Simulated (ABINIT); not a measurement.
# How the form of the self-energy moves the gap of ZnSe (Stilleite)

Aim: compare treatments of exchange, screening and correlation for the gap of ZnSe (Stilleite).

Calculated with ABINIT 10.8.3; PBE and many-body steps on it, plane waves.

### Step 1. Starting point

The structure is cubic, space group F-43m (No. 216). The conventional cell has a = 5.668 Å, b = 5.668 Å, c = 5.668 Å, α = 90.00°, β = 90.00°, γ = 90.00°. Zn has 4 Se at 2.45 Å nearest. Se has 4 Zn at 2.45 Å nearest. Farther neighbours and most contacts between anions are not listed.

The cell and positions come from the Crystallography Open Database and are kept as given unless a step says otherwise.

### Step 2. Empty states on the mesh, 4×4×4 mesh, 161 bands

This step: ABINIT 10.8.3; DFT, PBE, plane waves, norm-conserving pseudopotentials.

The sums over transitions need many empty states on a uniform mesh; this step solves for them.

run.abi reads:

```
acell 3*1.0 Angstrom
rprim 
  -0.000000000000 2.833800000000 2.833800000000
  2.833800000000 0.000000000000 2.833800000000
  2.833800000000 2.833800000000 -0.000000000000
ntypat 2
znucl 30 34
natom 2
typat 1 2
xred 
  0.000000000000 0.000000000000 0.000000000000
  0.250000000000 0.250000000000 0.250000000000
pp_dirpath "pseudos"
pseudos "Zn.upf, Se.upf"
ecut 39
ngkpt 4 4 4
nshiftk 1
shiftk 0 0 0
kptopt 1
chksymbreak 0
irdden 1
istwfk *1
nband 161
prtvol 0
optdriver 6
gwr_task "HDIAGO"
paral_kgb 0
occopt 1
indata_prefix "in"
outdata_prefix "out"
tmpdata_prefix "tmp"
```

Command:

```bash
$ OMP_NUM_THREADS=1 mpirun -n 4 abinit run.abi > log
```

The log of the run:

```text
.Version 10.8.3 of ABINIT. v10.8.2 released Aug 2026.

 Symmetries : space group F-4 3 m (#216); Bravais cF (face-center cubic)
[... echo of the input left out ...]
== DATASET  1 ==================================================================
-   mpi_nproc: 4, omp_nthreads: 1 (-1 if OMP is not activated)

--- !DatasetInfo
iteration_state: {dtset: 1, }
dimensions: {natom: 2, nkpt: 8, mband: 161, nsppol: 1, nspinor: 1, nspden: 1, mpw: 3591, }
cutoff_energies: {ecut:  39.0, pawecutdg:  -1.0, }
[...]
Direct band gap semiconductor
 Fundamental gap:     1.288 (eV)
   VBM:     3.405 (eV) at k: [ 0.0000E+00,  0.0000E+00,  0.0000E+00]
   CBM:     4.693 (eV) at k: [ 0.0000E+00,  0.0000E+00,  0.0000E+00]
 Direct gap:         1.288 (eV) at k: [ 0.0000E+00,  0.0000E+00,  0.0000E+00]

== END DATASET(S) ==============================================================
================================================================================

 -outvars: echo values of variables after computation  --------
           etotal      0.0000000000E+00
            nband         161
             nkpt           8
          spgroup         216
 [... the other variables as echoed above ...]

 Calculation completed.
```

The job ended after 48 s (4 MPI ranks of Intel Xeon Platinum 8488C (Sapphire Rapids), shared host; peak memory 3 GiB; 3.2 min of CPU time).

Numbers from this step:

```
gap                                                           : 1.288 eV
k of the valence top                                          : 0, 0, 0
k of the conduction bottom                                    : 0, 0, 0
least direct gap                                              : 1.288 eV
k points computed                                             : 8
lowest point of the top converged band, above the valence top : 110.4414 eV
```

On this mesh the gap is 1.288 eV.

The density comes from a self-consistent run that is not shown.

### Step 3. Screening, 4×4×4 mesh, 153 bands, screening to 190.5 eV

The RPA dielectric matrix is built and inverted for each q.

This step: RPA screening on PBE, plane waves, norm-conserving pseudopotentials.

Changes to run.abi since step 2:

```diff
@@ -20,10 +20,11 @@
 chksymbreak 0
-irdden 1
 istwfk *1
-nband 161
-prtvol 0
-optdriver 6
-gwr_task "HDIAGO"
-paral_kgb 0
 occopt 1
+irdwfk 1
+optdriver 3
+nband 153
+ecuteps 7
+inclvkb 2
+awtr 1
+symchi 1
 indata_prefix "in"
```

The log of the run:

```text
.Version 10.8.3 of ABINIT. v10.8.2 released Aug 2026.

 Symmetries : space group F-4 3 m (#216); Bravais cF (face-center cubic)
[... echo of the input left out ...]
== DATASET  1 ==================================================================
-   mpi_nproc: 4, omp_nthreads: 1 (-1 if OMP is not activated)

--- !DatasetInfo
iteration_state: {dtset: 1, }
dimensions: {natom: 2, nkpt: 8, mband: 153, nsppol: 1, nspinor: 1, nspden: 1, mpw: 3591, }
cutoff_energies: {ecut:  39.0, pawecutdg:  -1.0, }
electrons: {nelect:   3.60000000E+01, charge:   0.00000000E+00, occopt:   1.00000000E+00, tsmear:   1.00000000E-02, }

 SCREENING: Calculation of the susceptibility and dielectric matrices

 Based on a program developped by R.W. Godby, V. Olevano, G. Onida, and L. Reining.
 Incorporated in ABINIT by V. Olevano, G.-M. Rignanese, and M. Torrent.
.Using double precision arithmetic ; gwpc =  8

[... cell and pseudopotentials left out ...]
--------------------------------------------------------------------------------

 ==== K-mesh for the wavefunctions ====
 Number of points in the irreducible wedge :     8
[... list of points left out ...]
 Together with 24 symmetry operations and time-reversal symmetry
 yields    64 points in the full Brillouin Zone.

 ==== Q-mesh for the screening function ====
 Number of points in the irreducible wedge :     8
[... list of points left out ...]
 Together with 24 symmetry operations and time-reversal symmetry
 yields    64 points in the full Brillouin Zone.

 setmesh: FFT mesh size selected  =    32x   32x   32
          total number of points  =        32768

 vcoul_init : cutoff-mode = AUXILIARY_FUNCTION
 q-points for optical limit:   1
     1)      0.000010    0.000020    0.000030

- screening: taking advantage of time-reversal symmetry
- Maximum band index for partially occupied states nbvw = 18
- Remaining bands to be divided among processors   nbcw = 135
- Number of bands treated by each node ~33

 Number of electrons calculated from density =   36.0000; Expected =   36.0000
 average of density, n =  0.117211
 r_s =    1.2676
 omega_plasma =   33.0248 [eV]

 calculating chi0 at frequencies [eV] :
  1    0.000000E+00    0.000000E+00
  2    0.000000E+00    3.302477E+01

--------------------------------------------------------------------------------
  q-point number  1        q = ( 0.000000, 0.000000, 0.000000) [r.l.u.]
--------------------------------------------------------------------------------
[... chi0 elements left out ...]
 For q-point:  0.000010 0.000020 0.000030
  dielectric constant =  14.0448
  dielectric constant without local fields =  15.0042

  Average fulfillment of the sum rule on Im[epsilon] for q-point    1 :     57.71  [%]
[... wings left out ...]
  q-point number  2        q = ( 0.250000, 0.000000, 0.000000) [r.l.u.]
--------------------------------------------------------------------------------
[... chi0 elements left out ...]
  Average fulfillment of the sum rule on Im[epsilon] for q-point    2 :     69.26  [%]

 [... 6 further q-points ...]
```

The job ended after 55 s (4 MPI ranks; peak memory 1.3 GiB; 3.6 min of CPU time).

This step gave:

```
ε∞ with local fields, on this mesh, along the program's q direction : 14.04
the same without local fields                                       : 15.00
plasma frequency                                                    : 33.02 eV
plane waves in the screening matrix                                 : 283
```

Local fields lower ε∞ by 6 %. On a Γ-centred mesh this coarse the value itself is usually too large, while a short band sum pulls it down.

### Step 4. G0W0, Godby-Needs plasmon pole

The self-energy is evaluated for the states that the input lists, and the levels follow from it, in one-shot runs by the linearised quasiparticle equation.

This step: G0W0 on PBE, plane waves, norm-conserving pseudopotentials.

Changes to run.abi since step 3:

```diff
@@ -23,8 +23,15 @@
 irdwfk 1
-optdriver 3
+optdriver 4
 nband 153
+gwcalctyp 0
+ecutsigx 39
+symsigma 1
+nkptgw 1
+kptgw 
+  0.0000000000 0.0000000000 0.0000000000
+bdgw 
+  16 22
 ecuteps 7
-inclvkb 2
-awtr 1
-symchi 1
+irdscr 1
+ppmodel 1
 indata_prefix "in"
```

The log of the run:

```text
.Version 10.8.3 of ABINIT. v10.8.2 released Aug 2026.

 Symmetries : space group F-4 3 m (#216); Bravais cF (face-center cubic)
[... echo of the input left out ...]
== DATASET  1 ==================================================================
-   mpi_nproc: 4, omp_nthreads: 1 (-1 if OMP is not activated)

--- !DatasetInfo
iteration_state: {dtset: 1, }
dimensions: {natom: 2, nkpt: 8, mband: 153, nsppol: 1, nspinor: 1, nspden: 1, mpw: 3591, }
cutoff_energies: {ecut:  39.0, pawecutdg:  -1.0, }
electrons: {nelect:   3.60000000E+01, charge:   0.00000000E+00, occopt:   1.00000000E+00, tsmear:   1.00000000E-02, }

 SIGMA: Calculation of the GW corrections

 Based on a program developped by R.W. Godby, V. Olevano, G. Onida, and L. Reining.
 Incorporated in ABINIT by V. Olevano, G.-M. Rignanese, and M. Torrent.
.Using double precision arithmetic ; gwpc =  8

[... cell and pseudopotentials left out ...]
--------------------------------------------------------------------------------

 ==== K-mesh for the wavefunctions ====
 Number of points in the irreducible wedge :     8
[... list of points left out ...]
 Together with 24 symmetry operations and time-reversal symmetry
 yields    64 points in the full Brillouin Zone.

 ==== Q-mesh for screening function ====
 Number of points in the irreducible wedge :     8
[... list of points left out ...]
 Together with 24 symmetry operations and time-reversal symmetry
 yields    64 points in the full Brillouin Zone.

 vcoul_init : cutoff-mode = AUXILIARY_FUNCTION
 q-points for optical limit:   1
     1)      0.000010    0.000020    0.000030
 setmesh: FFT mesh size selected  =    45x   45x   45
          total number of points  =        91125

 Number of electrons calculated from density =   36.0000; Expected =   36.0000
 average of density, n =  0.117211
 r_s =    1.2676
 omega_plasma =   33.0248 [eV]

 === KS Band Gaps ===
  >>>> For spin  1
   Minimum direct gap =   1.2881 [eV], located at k-point      :   0.0000  0.0000  0.0000
   Fundamental gap    =   1.2881 [eV], Top of valence bands at :   0.0000  0.0000  0.0000
                                       Bottom of conduction at :   0.0000  0.0000  0.0000
 SIGMA fundamental parameters:
 PLASMON POLE MODEL  1
 number of plane-waves for SigmaX                 3527
 number of plane-waves for SigmaC and W            283
 number of plane-waves for wavefunctions          3527
 number of bands                                   153
 number of independent spin polarizations            1
 number of spinorial components                      1
 number of k-points in IBZ                           8
 number of q-points in IBZ                           8
 number of symmetry operations                      24
 number of k-points in BZ                           64
 number of q-points in BZ                           64
 number of frequencies for dSigma/dE                 9
 frequency step for dSigma/dE [eV]                0.25
 number of omega for Sigma on real axis              0
 max omega for Sigma on real axis  [eV]           0.00
 zcut for avoiding poles [eV]                     0.10

 EPSILON^-1 parameters (SCR file):
 dimension of the eps^-1 matrix on file            283
 dimension of the eps^-1 matrix used               283
 number of plane-waves for wavefunctions          3527
 number of bands                                   153
 number of q-points in IBZ                           8
 number of frequencies                               2
 number of real frequencies                          1
 number of imag frequencies                          1

 matrix elements of self-energy operator (all in [eV])

 Perturbative Calculation

--- !SelfEnergy_ee
iteration_state: {dtset: 1, }
kpoint     : [   0.000,    0.000,    0.000, ]
spin       : 1
KS_gap     :    1.288
QP_gap     :    2.521
Delta_QP_KS:    1.233
data: !SigmaeeData |
     Band     E0 <VxcDFT>   SigX SigC(E0)      Z dSigC/dE  Sig(E)    E-E0       E
       16   3.405 -16.589 -20.446   2.207   0.799  -0.251 -17.908  -1.319   2.086
       17   3.405 -16.589 -20.446   2.207   0.799  -0.251 -17.908  -1.319   2.086
       18   3.405 -16.589 -20.446   2.207   0.799  -0.251 -17.908  -1.319   2.086
       19   4.693 -12.624  -8.875  -3.855   0.815  -0.226 -12.710  -0.086   4.607
       20   9.220 -10.891  -5.994  -4.454   0.813  -0.230 -10.531   0.360   9.580
       21   9.220 -10.891  -5.994  -4.454   0.813  -0.230 -10.531   0.360   9.580
       22   9.220 -10.891  -5.994  -4.454   0.813  -0.230 -10.531   0.360   9.580

== END DATASET(S) ==============================================================
================================================================================

 -outvars: echo values of variables after computation  --------
           etotal      0.0000000000E+00
            nband         153
             nkpt           8
          spgroup         216
 [... the other variables as echoed above ...]

 Calculation completed.
```

Run time: 9.5 s. Hardware: 4 MPI ranks; peak memory 1.2 GiB; 36 s of CPU time.

This step gave:

- G0W0 gap on the points computed: 2.521 eV
- starting gap on the mesh: 1.288 eV
- k of the valence top: 0, 0, 0
- k of the conduction bottom: 0, 0, 0
- Z at the valence top: 0.799
- Z at the conduction bottom: 0.815
- least direct G0W0 gap on the computed points: 2.521 eV

The gap on the mesh goes from 1.29 eV to 2.52 eV, a correction of +1.23 eV.

### Step 5. G0W0, Hybertsen-Louie plasmon pole

Changes to run.abi since step 4:

```diff
@@ -35,3 +35,3 @@
 irdscr 1
-ppmodel 1
+ppmodel 2
 indata_prefix "in"
```

The log of the run:

```text
.Version 10.8.3 of ABINIT. v10.8.2 released Aug 2026.

 Symmetries : space group F-4 3 m (#216); Bravais cF (face-center cubic)
[... echo of the input left out ...]
== DATASET  1 ==================================================================
-   mpi_nproc: 4, omp_nthreads: 1 (-1 if OMP is not activated)

--- !DatasetInfo
iteration_state: {dtset: 1, }
dimensions: {natom: 2, nkpt: 8, mband: 153, nsppol: 1, nspinor: 1, nspden: 1, mpw: 3591, }
cutoff_energies: {ecut:  39.0, pawecutdg:  -1.0, }
electrons: {nelect:   3.60000000E+01, charge:   0.00000000E+00, occopt:   1.00000000E+00, tsmear:   1.00000000E-02, }

 SIGMA: Calculation of the GW corrections

 Based on a program developped by R.W. Godby, V. Olevano, G. Onida, and L. Reining.
 Incorporated in ABINIT by V. Olevano, G.-M. Rignanese, and M. Torrent.
.Using double precision arithmetic ; gwpc =  8

[... cell and pseudopotentials left out ...]
--------------------------------------------------------------------------------

 ==== K-mesh for the wavefunctions ====
 Number of points in the irreducible wedge :     8
[... list of points left out ...]
 Together with 24 symmetry operations and time-reversal symmetry
 yields    64 points in the full Brillouin Zone.

 ==== Q-mesh for screening function ====
 Number of points in the irreducible wedge :     8
[... list of points left out ...]
 Together with 24 symmetry operations and time-reversal symmetry
 yields    64 points in the full Brillouin Zone.

 vcoul_init : cutoff-mode = AUXILIARY_FUNCTION
 q-points for optical limit:   1
     1)      0.000010    0.000020    0.000030
 setmesh: FFT mesh size selected  =    45x   45x   45
          total number of points  =        91125

 Number of electrons calculated from density =   36.0000; Expected =   36.0000
[...]
number of q-points in BZ                           64
 number of frequencies for dSigma/dE                 9
 frequency step for dSigma/dE [eV]                0.25
 number of omega for Sigma on real axis              0
 max omega for Sigma on real axis  [eV]           0.00
 zcut for avoiding poles [eV]                     0.10

 EPSILON^-1 parameters (SCR file):
 dimension of the eps^-1 matrix on file            283
 dimension of the eps^-1 matrix used               283
 number of plane-waves for wavefunctions          3527
 number of bands                                   153
 number of q-points in IBZ                           8
 number of frequencies                               2
 number of real frequencies                          1
 number of imag frequencies                          1

 matrix elements of self-energy operator (all in [eV])

 Perturbative Calculation

--- !SelfEnergy_ee
iteration_state: {dtset: 1, }
kpoint     : [   0.000,    0.000,    0.000, ]
spin       : 1
KS_gap     :    1.288
QP_gap     :    2.515
Delta_QP_KS:    1.227
data: !SigmaeeData |
     Band     E0 <VxcDFT>   SigX SigC(E0)      Z dSigC/dE  Sig(E)    E-E0       E
       16   3.405 -16.589 -20.446   1.784   0.870  -0.149 -18.392  -1.804   1.601
       17   3.405 -16.589 -20.446   1.784   0.870  -0.149 -18.392  -1.804   1.601
       18   3.405 -16.589 -20.446   1.784   0.870  -0.149 -18.392  -1.804   1.601
       19   4.693 -12.624  -8.875  -4.407   0.878  -0.139 -13.201  -0.577   4.116
       20   9.220 -10.891  -5.994  -4.936   0.878  -0.139 -10.925  -0.034   9.185
       21   9.220 -10.891  -5.994  -4.936   0.878  -0.139 -10.925  -0.034   9.185
       22   9.220 -10.891  -5.994  -4.936   0.878  -0.139 -10.925  -0.034   9.185

== END DATASET(S) ==============================================================
================================================================================

 -outvars: echo values of variables after computation  --------
           etotal      0.0000000000E+00
            nband         153
             nkpt           8
          spgroup         216
 [... the other variables as echoed above ...]

 Calculation completed.
```

It took 9 s on 4 MPI ranks; peak memory 0.92 GiB.

This step gave:

* G0W0 gap on the points computed: 2.515 eV
* starting gap on the mesh: 1.288 eV
* k of the valence top: 0, 0, 0
* k of the conduction bottom: 0, 0, 0
* Z at the valence top: 0.87
* Z at the conduction bottom: 0.878
* least direct G0W0 gap on the computed points: 2.515 eV

Against G0W0 in ABINIT (4×4×4 mesh, 153 bands, screening to 190.5 eV, Godby-Needs plasmon pole), the gap moves by −0.006 eV.

### Step 6. G0W0, von der Linden-Horsch plasmon pole

Changes to run.abi since step 5:

```diff
@@ -35,3 +35,3 @@
 irdscr 1
-ppmodel 2
+ppmodel 3
 indata_prefix "in"
```

The log of the run:

```text
.Version 10.8.3 of ABINIT. v10.8.2 released Aug 2026.

 Symmetries : space group F-4 3 m (#216); Bravais cF (face-center cubic)
[... echo of the input left out ...]
== DATASET  1 ==================================================================
-   mpi_nproc: 4, omp_nthreads: 1 (-1 if OMP is not activated)

--- !DatasetInfo
iteration_state: {dtset: 1, }
dimensions: {natom: 2, nkpt: 8, mband: 153, nsppol: 1, nspinor: 1, nspden: 1, mpw: 3591, }
cutoff_energies: {ecut:  39.0, pawecutdg:  -1.0, }
[...]
20   9.220 -10.891  -5.994  -5.063   0.893  -0.119 -11.040  -0.149   9.071
       21   9.220 -10.891  -5.994  -5.063   0.893  -0.119 -11.040  -0.149   9.071
       22   9.220 -10.891  -5.994  -5.063   0.893  -0.119 -11.040  -0.149   9.071

== END DATASET(S) ==============================================================
================================================================================

 -outvars: echo values of variables after computation  --------
           etotal      0.0000000000E+00
            nband         153
             nkpt           8
          spgroup         216
 [... the other variables as echoed above ...]

 Calculation completed.
```

Wall time 6.4 s (4 MPI ranks); peak memory 1.1 GiB; 24 s of CPU time.

Numbers from this step:

```yaml
g0w0_gap_on_the_points_computed: 2.473 eV
starting_gap_on_the_mesh: 1.288 eV
k_of_the_valence_top: 0, 0, 0
k_of_the_conduction_bottom: 0, 0, 0
least_direct_g0w0_gap_on_the_computed_points: 2.473 eV
```

Against G0W0 in ABINIT (4×4×4 mesh, 153 bands, screening to 190.5 eV, Godby-Needs plasmon pole), the gap moves by −0.048 eV.

[end of part 1 of 2]

[Paths, hosts, dates, memory and timing lines, banners, echoed tables and standing remarks are left out of the program output.]

[Logs are printed without paths, hosts, clocks, repeated set-up lines and the standing remarks that a program may print on its own settings, such as how far it seeks lower states.]

[Runs of the session that timed out or met a known fault of the program may be left out.]

[No measured gap is set beside runs whose start may be inverted or whose files or cutoffs have a known fault.]

[Hosts, paths, dates, database ids (printed as entryN), source tags and the programs' standing remarks are cut or masked in the printed files.]

[G0W0 gaps are taken among the corrected bands and points alone; a level outside them can change the order at an edge.]

[Where Ansatz stands beside ABINIT at settings called matched, ABINIT's density can come from a denser mesh and the files from another edition; pairs whose starting gaps differed by over 0.03 eV were left out, so agreement reads better than it is.]
